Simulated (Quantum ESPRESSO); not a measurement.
**Grüneisen parameters and expansion of Al (Fm-3m)**

Aim: how the vibrations of Al shift with volume, and the expansion that follows.

What experiment has found for this phase:
- volume expansion coefficient 69 1e-6/K and heat capacity C_P per formula unit 24.2 J/mol/K near room temperature (given in “High-Throughput Prediction of Finite-Temperature Properties using the Quasi-Harmonic Approximation”, 2016, arXiv:1603.06924)

Main program and level: Quantum ESPRESSO 7.5; DFT PBE+D3(BJ), scalar-relativistic, plane waves, GBRV ultrasoft pseudopotentials.

### 1. The structure

It takes space group Fm-3m (No. 225, cubic). The conventional cell has a = 4.050 Å, b = 4.050 Å, c = 4.050 Å, α = 90.00°, β = 90.00°, γ = 90.00°. Nearest to Al lie 12 Al at 2.86 Å.

### 2. A first coarse run

Before spending time, one coarse run tells the gap and the pressure of the starting cell.

probe.in

```
&CONTROL
  calculation = 'scf'
  prefix      = 'x'
  outdir      = './tmp'
  pseudo_dir  = './pseudo'
  tprnfor     = .true.
  tstress     = .true.
  verbosity   = 'high'
/
&SYSTEM
  ibrav           = 0
  nat             = 1
  ntyp            = 1
  ecutwfc         = 40.0
  ecutrho         = 240.0
  occupations     = 'smearing'
  smearing        = 'gaussian'
  degauss         = 0.01
  vdw_corr        = 'grimme-d3'
  dftd3_version   = 4
  dftd3_threebody = .false.
/
&ELECTRONS
  conv_thr         = 1.0d-07
  mixing_beta      = 0.7
  electron_maxstep = 100
/
ATOMIC_SPECIES
 Al     26.9815  Al.upf
CELL_PARAMETERS angstrom
     0.000000000    2.024805000    2.024805000
     2.024805000    0.000000000    2.024805000
     2.024805000    2.024805000    0.000000000
ATOMIC_POSITIONS crystal
 Al     0.000000000   0.000000000   0.000000000
K_POINTS automatic
 8 8 8 0 0 0
```

Command:

```bash
OMP_NUM_THREADS=1 mpirun -n 8 pw.x -nk 8 -in probe.in > probe.out
```

What it wrote:

```text
Program PWSCF v.7.5

     This program is part of the open-source Quantum ESPRESSO suite
     for quantum simulation of materials; please cite
         "P. Giannozzi et al., J. Phys.:Condens. Matter 21 395502 (2009);
         "P. Giannozzi et al., J. Phys.:Condens. Matter 29 465901 (2017);
         "P. Giannozzi et al., J. Chem. Phys. 152 154105 (2020);
     in publications or presentations arising from this work. More details at

     Message from routine setup:
     using ibrav=0 with symmetry is DISCOURAGED, use correct ibrav instead

     G-vector sticks info
     --------------------
     sticks:   dense  smooth     PW     G-vecs:    dense   smooth      PW
     Sum         499     313    109                 7119     3839     749

     Using Slab Decomposition

     bravais-lattice index     =            0
     lattice parameter (alat)  =       5.4112  a.u.
     unit-cell volume          =     112.0408 (a.u.)^3
     number of atoms/cell      =            1
     number of atomic types    =            1
     number of electrons       =         3.00
     number of Kohn-Sham states=            6
     kinetic-energy cutoff     =      40.0000  Ry
     charge density cutoff     =     240.0000  Ry
     scf convergence threshold =      1.0E-07
     mixing beta               =       0.7000
     number of iterations used =            8  plain     mixing
     Exchange-correlation= SLA  PW   PBE  PBE
                           (   1   4   3   4   0   0   0)

     celldm(1)=   5.411243  celldm(2)=   0.000000  celldm(3)=   0.000000
     celldm(4)=   0.000000  celldm(5)=   0.000000  celldm(6)=   0.000000

     crystal axes: (cart. coord. in units of alat)
               a(1) = (   0.000000   0.707107   0.707107 )
               a(2) = (   0.707107   0.000000   0.707107 )
               a(3) = (   0.707107   0.707107   0.000000 )

     reciprocal axes: (cart. coord. in units 2 pi/alat)
               b(1) = ( -0.707107  0.707107  0.707107 )
               b(2) = (  0.707107 -0.707107  0.707107 )
               b(3) = (  0.707107  0.707107 -0.707107 )

     PseudoPot. # 1 for Al read from file:
     ./pseudo/Al.upf
     Pseudo is Ultrasoft + core correction, Zval =  3.0
     Using radial grid of  893 points,  3 beta functions with:
                l(1) =   0
                l(2) =   1
                l(3) =   2
     Q(r) pseudized with  8 coefficients,  rinner =    0.900   0.900   0.900
                                                       0.900   0.900

     atomic species   valence    mass     pseudopotential
     Al                3.00    26.98150     Al( 1.00)

     48 Sym. Ops., with inversion, found

                                    s                        frac. trans.

      isym =  1     identity

 cryst.   s( 1) = (     1          0          0      )
                  (     0          1          0      )
                  (     0          0          1      )

 cart.    s( 1) = (  1.0000000 -0.0000000  0.0000000 )
                  ( -0.0000000  1.0000000  0.0000000 )
                  ( -0.0000000  0.0000000  1.0000000 )

      isym =  2     180 deg rotation - cart. axis [0,0,1]

 cryst.   s( 2) = (     0          1         -1      )
                  (     1          0         -1      )
                  (     0          0         -1      )

 cart.    s( 2) = ( -1.0000000  0.0000000  0.0000000 )
                  (  0.0000000 -1.0000000  0.0000000 )
                  (  0.0000000 -0.0000000  1.0000000 )

      isym =  3     180 deg rotation - cart. axis [0,1,0]

 cryst.   s( 3) = (     0         -1          1      )
                  (     0         -1          0      )
                  (     1         -1          0      )

 cart.    s( 3) = ( -1.0000000 -0.0000000 -0.0000000 )
                  (  0.0000000  1.0000000 -0.0000000 )
                  (  0.0000000  0.0000000 -1.0000000 )

      isym =  4     180 deg rotation - cart. axis [1,0,0]

 cryst.   s( 4) = (    -1          0          0      )
                  (    -1          0          1      )
                  (    -1          1          0      )

 cart.    s( 4) = (  1.0000000  0.0000000 -0.0000000 )
                  ( -0.0000000 -1.0000000 -0.0000000 )
                  ( -0.0000000 -0.0000000 -1.0000000 )

      isym =  5     180 deg rotation - cart. axis [1,1,0]

 cryst.   s( 5) = (    -1          0          1      )
[...]
cart.    s( 5) = ( -0.0000000  1.0000000 -0.0000000 )
[...]
isym =  6     180 deg rotation - cart. axis [1,-1,0]

 cryst.   s( 6) = (     0         -1          0      )
[...]
cart.    s( 6) = (  0.0000000 -1.0000000 -0.0000000 )
[...]
isym =  7      90 deg rotation - cart. axis [0,0,-1]

 cryst.   s( 7) = (     0          1          0      )
[...]
cart.    s( 7) = (  0.0000000  1.0000000  0.0000000 )
[...]
isym =  8      90 deg rotation - cart. axis [0,0,1]

 cryst.   s( 8) = (     1          0         -1      )
[...]
cart.    s( 8) = ( -0.0000000 -1.0000000  0.0000000 )
[...]
isym =  9     180 deg rotation - cart. axis [1,0,1]

 cryst.   s( 9) = (    -1          1          0      )
[...]
cart.    s( 9) = (  0.0000000  0.0000000  1.0000000 )
[...]
isym = 10     180 deg rotation - cart. axis [-1,0,1]

 cryst.   s(10) = (     0          0         -1      )
[...]
cart.    s(10) = ( -0.0000000  0.0000000 -1.0000000 )
[...]
isym = 11      90 deg rotation - cart. axis [0,1,0]

 cryst.   s(11) = (     0          0          1      )
[...]
cart.    s(11) = ( -0.0000000 -0.0000000  1.0000000 )
[...]
isym = 12      90 deg rotation - cart. axis [0,-1,0]

 cryst.   s(12) = (     1         -1          0      )
[...]
cart.    s(12) = (  0.0000000 -0.0000000 -1.0000000 )
[...]
isym = 13     180 deg rotation - cart. axis [0,1,1]

 cryst.   s(13) = (     1          0          0      )
[...]
cart.    s(13) = ( -1.0000000  0.0000000 -0.0000000 )
[...]
isym = 14     180 deg rotation - cart. axis [0,1,-1]

 cryst.   s(14) = (    -1          0          0      )
[...]
cart.    s(14) = ( -1.0000000 -0.0000000  0.0000000 )
[...]
isym = 15      90 deg rotation - cart. axis [-1,0,0]

 cryst.   s(15) = (     0         -1          1      )
[...]
3.2467   3.4772  19.0677  19.0677  19.2782  19.2782

     occupation numbers
     1.0000   1.0000   0.0000   0.0000   0.0000   0.0000

          k = 0.1768 0.0000 0.0000 (   495 PWs)   bands (ev):

    -2.7178  17.6751  17.6751  17.9857  20.5281  22.3806

     occupation numbers
     1.0000   0.0000   0.0000   0.0000   0.0000   0.0000

          k = 0.2652 0.0884-0.0884 (   484 PWs)   bands (ev):

    -1.7359  13.1249  16.6166  18.1336  19.3292  21.7929

     occupation numbers
     1.0000   0.0000   0.0000   0.0000   0.0000   0.0000

          k = 0.3536 0.1768-0.1768 (   471 PWs)   bands (ev):

     0.0720   8.6769  16.2695  17.0012  17.9426  23.9090

     occupation numbers
     1.0000   0.0000   0.0000   0.0000   0.0000   0.0000

          k =-0.2652-0.4419 0.4419 (   473 PWs)   bands (ev):

[...]
occupation numbers
[...]
k =-0.1768-0.3536 0.3536 (   477 PWs)   bands (ev):

[...]
occupation numbers
[...]
k =-0.0884-0.2652 0.2652 (   485 PWs)   bands (ev):

[...]
occupation numbers
[...]
k = 0.0000-0.1768 0.1768 (   489 PWs)   bands (ev):

[...]
occupation numbers
[...]
k = 0.3536 0.0000 0.0000 (   480 PWs)   bands (ev):

[...]
occupation numbers
[...]
k = 0.4419 0.0884-0.0884 (   478 PWs)   bands (ev):

[...]
occupation numbers
[...]
k =-0.1768-0.5303 0.5303 (   477 PWs)   bands (ev):

[...]
occupation numbers
[...]
k =-0.0884-0.4419 0.4419 (   479 PWs)   bands (ev):

[...]
occupation numbers
[...]
k = 0.0000-0.3536 0.3536 (   481 PWs)   bands (ev):

[...]
k = 0.5303-0.0000 0.0000 (   472 PWs)   bands (ev):

[...]
k =-0.0884-0.6187 0.6187 (   474 PWs)   bands (ev):

[...]
k = 0.0000-0.5303 0.5303 (   478 PWs)   bands (ev):

[...]
k =-0.7071 0.0000 0.0000 (   468 PWs)   bands (ev):

[...]
k = 0.3536 0.1768 0.0000 (   482 PWs)   bands (ev):

[...]
occupation numbers
[...]
k =-0.2652-0.4419 0.6187 (   481 PWs)   bands (ev):

[...]
occupation numbers
[...]
k =-0.1768-0.3536 0.5303 (   476 PWs)   bands (ev):

[...]
occupation numbers
[...]
k =-0.1768-0.5303 0.7071 (   471 PWs)   bands (ev):

[...]
occupation numbers
[...]
k =-0.0884-0.4419 0.6187 (   478 PWs)   bands (ev):

[...]
occupation numbers
[...]
k = 0.0000-0.3536 0.5303 (   481 PWs)   bands (ev):

[...]
occupation numbers
     1.0000   0.9999   0.0000   0.0000   0.0000   0.0000

          k =-0.7071 0.1768-0.0000 (   478 PWs)   bands (ev):

     5.4341   6.7936   9.6142  11.0711  17.9242  19.8544

     occupation numbers
     1.0000   1.0000   0.0000   0.0000   0.0000   0.0000

          k =-0.7071 0.3536 0.0000 (   488 PWs)   bands (ev):

     7.0034   7.0034   8.0397   8.8841  23.5386  23.5387

     occupation numbers
     1.0000   1.0000   0.0457   0.0000   0.0000   0.0000

     the Fermi energy is     7.8773 ev

!    total energy              =      -6.73200752 Ry
     estimated scf accuracy    <          6.4E-09 Ry
     smearing contrib. (-TS)   =      -0.00031196 Ry
     internal energy E=F+TS    =      -6.73169557 Ry

     The total energy is F=E-TS. E is the sum of the following terms:
     one-electron contribution =       2.96663110 Ry
     hartree contribution      =       0.00864459 Ry
     xc contribution           =      -4.29032614 Ry
     ewald contribution        =      -5.39208485 Ry
     DFT-D3 Dispersion         =      -0.02456028 Ry

     convergence has been achieved in   4 iterations

     Forces acting on atoms (cartesian axes, Ry/au):

     atom    1 type  1   force =     0.00000000    0.00000000    0.00000000
     The non-local contrib.  to forces
     atom    1 type  1   force =     0.00000000    0.00000000   -0.00000000
     The ionic contribution  to forces
     atom    1 type  1   force =    -0.00000000   -0.00000000   -0.00000000
     The local contribution  to forces
     atom    1 type  1   force =    -0.00000000   -0.00000000    0.00000000
     The core correction contribution to forces
     atom    1 type  1   force =     0.00000000    0.00000000    0.00000000
     The Hubbard contrib.    to forces
     atom    1 type  1   force =     0.00000000    0.00000000    0.00000000
     The SCF correction term to forces
     atom    1 type  1   force =     0.00000000    0.00000000   -0.00000000

     DFT-D3 dispersion contribution to forces:
     atom    1 type  1   force =    -0.00000000   -0.00000000   -0.00000000

     Total force =     0.000000     Total SCF correction =     0.000000

     DFT-D3 dispersion Force =     0.000000

     Computing stress (Cartesian axis) and pressure

          total   stress  (Ry/bohr**3)                   (kbar)     P=      -37.89
  -0.00025757   0.00000000   0.00000000          -37.89        0.00        0.00
   0.00000000  -0.00025757   0.00000000            0.00      -37.89        0.00
   0.00000000   0.00000000  -0.00025757            0.00        0.00      -37.89

     kinetic stress (kbar)   1515.51      0.00      0.00
                                0.00   1515.51      0.00
                                0.00      0.00   1515.51

     local   stress (kbar)    347.16      0.00     -0.00
                                0.00    347.16     -0.00
                               -0.00     -0.00    347.16

     nonloc. stress (kbar)   1277.80     -0.00     -0.00
                               -0.00   1277.80     -0.00
                               -0.00     -0.00   1277.80

     hartree stress (kbar)      3.78     -0.00      0.00
                               -0.00      3.78      0.00
                                0.00      0.00      3.78

     exc-cor stress (kbar)   2622.08     -0.00      0.00
                               -0.00   2622.08      0.00
                                0.00      0.00   2622.08

     corecor stress (kbar)  -3410.87      0.00     -0.00
                                0.00  -3410.87     -0.00
                               -0.00     -0.00  -3410.87

     ewald   stress (kbar)  -2359.86      0.00      0.00
                                0.00  -2359.86      0.00
                                0.00      0.00  -2359.86

     hubbard stress (kbar)      0.00      0.00      0.00
                                0.00      0.00      0.00
                                0.00      0.00      0.00

     DFT-D   stress (kbar)    -33.50     -0.00     -0.00
[...]
XDM     stress (kbar)      0.00      0.00      0.00
[...]
dft-nl  stress (kbar)      0.00      0.00      0.00
                                0.00      0.00      0.00
                                0.00      0.00      0.00

     TS-vdW  stress (kbar)      0.00      0.00      0.00
                                0.00      0.00      0.00
                                0.00      0.00      0.00

     MDB     stress (kbar)      0.00      0.00      0.00
                                0.00      0.00      0.00
                                0.00      0.00      0.00

     3D-RISM stress (kbar)      0.00      0.00      0.00
                                0.00      0.00      0.00
                                0.00      0.00      0.00

     Writing all to output data dir ./tmp/x.save/ :
     XML data file, charge density, pseudopotentials, collected wavefunctions

   JOB DONE.
```

Run time: 1.6 s. Hardware: 8 MPI ranks of Intel Xeon Platinum 8488C (Sapphire Rapids), shared host.

Numbers from this step:

* volume per atom: 16.60 Å³
* pressure: -3.789 GPa
* gap on the k-mesh: 0 eV

The start is under -3.8 GPa at this level and looks like a metal on this mesh.

(Continued in part 2 of 7.)

[Logs are printed without paths, hosts, clocks, repeated set-up lines and the standing remarks that a program may print on its own settings, such as how far it seeks lower states.]

[Hosts, paths, dates, database ids (printed as entryN), source tags and the programs' standing remarks are cut or masked in the printed files.]

[A step with changed settings may run another functional than the one named; its input shows which.]

[Of the runs on displaced cells, only some may be shown.]
